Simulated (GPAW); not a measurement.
# Cl-SnSn-Cl chair monolayer: work function by functional and basis, part 2 of 2

Aim: the work function of both faces of Cl-SnSn-Cl chair monolayer, and its spread over functionals and bases.

GPAW 26.7.0; GPAW, PAW setups; layer in a repeated cell with vacuum, relaxation of atoms and in-plane cell (the session's first sound run).

So far, upper work function (eV): step 3 (the slab's potential, PBE, GPAW) 6.39; step 6 (self-consistent run: xc = "vdW-DF2", GPAW, PAW setups, GPAW) 6.69; step 7 (self-consistent run: xc = "RPBE") 6.35; step 8 (OptPBE vdW: xc = "optPBE-vdW", GPAW, PAW setups, GPAW) 6.56; step 9 (real-space grid: mode = "fd", PBE, GPAW) 6.39.

**10. Atomic orbitals: mode = "lcao"**

Level of this step: GPAW, PAW setups; slab in vacuum (GPAW).

Atom-centred orbitals end a few angstrom from the surface, which tests how much the density's tail matters.

File run.py:

```python
import json
import numpy as np
from ase import Atoms
from gpaw import GPAW

slab = Atoms(
    ['Cl', 'Sn', 'Sn', 'Cl'],
    positions=[
        [2.45986, 1.42020, 7.00000],
        [2.45986, 1.42020, 9.37320],
        [0.00000, 2.84040, 10.04461],
        [0.00000, 2.84040, 12.41781]],
    cell=[[4.91972, -0.0, 0.0], [-2.45986, 4.2606, 0.0], [0.0, 0.0, 19.4178]],
    pbc=[True, True, False])

slab.calc = GPAW(mode='lcao', basis='dzp', h=0.18, xc='PBE', kpts={'size': (9, 9, 1), 'gamma': True},
                 occupations={'name': 'fermi-dirac', 'width': 0.05}, nbands='120%',
                 convergence={'density': 1e-05}, maxiter=200,
                 poissonsolver={'dipolelayer': 'xy'},
                 symmetry={'tolerance': 1e-3}, txt='slab.txt')
result = {}
energy = slab.get_potential_energy()
fermi = slab.calc.get_fermi_level()
v = slab.calc.get_electrostatic_potential().mean((0, 1)) - fermi
n = slab.calc.get_pseudo_density().mean((0, 1))
L = slab.cell[2, 2]
z = np.arange(len(v)) * L / len(v)
low, high = slab.positions[:, 2].min(), slab.positions[:, 2].max()
below, above = np.interp([low - 4.8, high + 4.8], z, v)
slopes = [np.interp(x, z, np.gradient(v, z)) for x in (low - 4.8, high + 4.8)]
eps = np.array([[slab.calc.get_eigenvalues(k, s) for k in range(len(slab.calc.get_ibz_k_points()))]
                for s in range(slab.calc.get_number_of_spins())]) - fermi
top, bottom = eps[eps < 0].max(), eps[eps > 0].min()
dipole = slab.get_dipole_moment()[2]
print(f'energy {energy:.4f} eV, Fermi level {fermi:.4f} eV, dipole {dipole:.5f} e A')
print(f'potential 4.8 A off the faces, from the Fermi level: lower {below:.4f} eV, upper {above:.4f} eV')
print(f'slope of the potential there: lower {slopes[0]:.5f}, upper {slopes[1]:.5f} eV/A')
print(f'nearest levels on the mesh: {top:.4f} and {bottom:.4f} eV')
print('magnetic moment', round(slab.get_magnetic_moment(), 3))
result.update(energy=energy, fermi=fermi, dipole=dipole, below=below, above=above, slopes=slopes, edges=[top, bottom],
              z=z.tolist(), v=v.tolist(), n=n.tolist(), positions=slab.positions.tolist(),
              forces=slab.get_forces(apply_constraint=False).tolist(), moments=slab.get_magnetic_moments().tolist())
json.dump(result, open('result.json', 'w'))
```

Launch:

```sh
> OMP_NUM_THREADS=1 OPENBLAS_NUM_THREADS=1 python run.py
```

What it wrote:

```text
energy -12.3665 eV, Fermi level -6.0459 eV, dipole 0.00018 e A
potential 4.8 A off the faces, from the Fermi level: lower 6.0465 eV, upper 6.0453 eV
slope of the potential there: lower -0.00000, upper -0.00000 eV/A
nearest levels on the mesh: -0.0277 and 0.7163 eV
magnetic moment 0.0
```

Run time: 22 s. Hardware: 1 thread of Arm Neoverse V2, shared host; peak memory 0.33 GiB.

This step gave:

| Property | Result |
| --- | --- |
| levels nearest the Fermi level on the mesh | -0.02769, 0.7163 eV from the Fermi level |
| upper work function | 6.045 eV |
| lower work function | 6.047 eV |

The upper face's work function is 6.045 eV, against 6.395 eV in the first plane-wave PBE run at this geometry.

**11. All levels side by side**

Times are for 1 thread of Arm Neoverse V2, shared host. The series side by side:

```tsv
no.	run	upper work function (eV)	lower work function (eV)	time	memory (GiB)
1	pw	6.395	6.396	65 s	0.29
2	revPBE	6.338	6.339	65 s	0.29
3	LDA	6.561	6.562	65 s	0.28
4	vdW DF2	6.690	6.691	77 s	0.55
5	RPBE	6.352	6.353	65 s	0.29
6	optPBE vdW	6.559	6.560	76 s	0.55
7	fd	6.395	6.396	4.3 min	1.0
8	lcao	6.045	6.047	22 s	0.33
```

**12. Side by side**

Results and costs are gathered.

This step: comparison of work functions, dipole and cost (GPAW 26.7.0).

Ladder, by row:

```tsv
step	code	work function, upper (eV)	work function, lower (eV)	dipole (e Å)	wall time (s)	peak memory (GiB)	threads
pw	GPAW	6.395	6.396	2.23e-4	64.92	0.29	1
revPBE	GPAW	6.338	6.339	2.23e-4	65.09	0.29	1
LDA	GPAW	6.561	6.562	2.24e-4	65.1	0.28	1
vdW-DF2	GPAW	6.69	6.691	2.23e-4	76.55	0.55	1
RPBE	GPAW	6.352	6.353	2.23e-4	64.62	0.29	1
optPBE-vdW	GPAW	6.559	6.56	2.23e-4	76.07	0.55	1
fd	GPAW	6.395	6.396	1.78e-4	257.1	1.01	1
lcao	GPAW	6.045	6.047	1.78e-4	22.04	0.33	1
```

**13. A changed run**

One more run, with changed settings.

This step: GPAW, PAW setups; slab in vacuum (GPAW 26.7.0).

run.py: that of step 10 with these lines changed.

```diff
@@ -3,3 +3,3 @@
 from ase import Atoms
-from gpaw import GPAW
+from gpaw import GPAW, PW
 
@@ -15,5 +15,5 @@
 
-slab.calc = GPAW(mode='lcao', basis='dzp', h=0.18, xc='PBE', kpts={'size': (9, 9, 1), 'gamma': True},
-                 occupations={'name': 'fermi-dirac', 'width': 0.05}, nbands='120%',
-                 convergence={'density': 1e-05}, maxiter=200,
+slab.calc = GPAW(mode=PW(400), xc='PBE', kpts={'size': (1, 1, 1), 'gamma': True},
+                 occupations={'name': 'fermi-dirac', 'width': 0.05}, nbands='200%',
+                 convergence={'density': 1e-05}, maxiter=100,
                  poissonsolver={'dipolelayer': 'xy'},
```

What it wrote:

```text
energy -6.4918 eV, Fermi level -3.0668 eV, dipole 0.00022 e A
potential 4.8 A off the faces, from the Fermi level: lower 5.8806 eV, upper 5.8793 eV
slope of the potential there: lower -0.00007, upper 0.00007 eV/A
nearest levels on the mesh: -0.0001 and 1.8046 eV
magnetic moment 0.0
```

Run time: 6 s. Hardware: 1 thread; peak memory 0.21 GiB.

The run finished. A setting was moved off its sound value on purpose, so it serves as a test and not as the result.

The fault put into the input: one k-point (kpts = [1, 1]).

The two runs compared:

```tsv
quantity	this run	sound run	difference
upper work function (eV)	5.8793	6.3949	-0.516
lower work function (eV)	5.8806	6.3962	-0.516
```

One result that differs is the upper work function, 5.88 eV against 6.39 eV.

**14. Summary of results**

| Quantity | Value |
| --- | --- |
| work function, both faces | 6.39 eV |
| dipole along the normal | 2.2e-4 e Å, near the numerical noise |

**Reading.** With plane waves and PBE the work function is 6.39 eV on the upper face and 6.40 eV on the lower. Over the sound runs of the table the upper face's work function spans 6.045 (lcao) to 6.690 eV (vdW-DF2). Atomic orbitals miss the plane-wave value by -0.35 eV, since they describe the tail of the density in the vacuum poorly. The starting lattice was a guess from atomic radii; the relaxation moved it by 7 %. The small printed dipole stands for a step of -1.9 meV from the lower to the upper face, and the probes find -1.2 meV; values this small are near the numerical noise of both. A level lies at the Fermi level, so the layer came out without a gap at this level of theory, however far the next level lies. The layer's cell and atoms come from the relaxation; spin-orbit coupling and temperature are left out.

[Logs are printed without paths, hosts, clocks, repeated set-up lines and the standing remarks that a program may print on its own settings, such as how far it seeks lower states.]

[Hosts, paths, dates, database ids (printed as entryN), source tags and the programs' standing remarks are cut or masked in the printed files.]
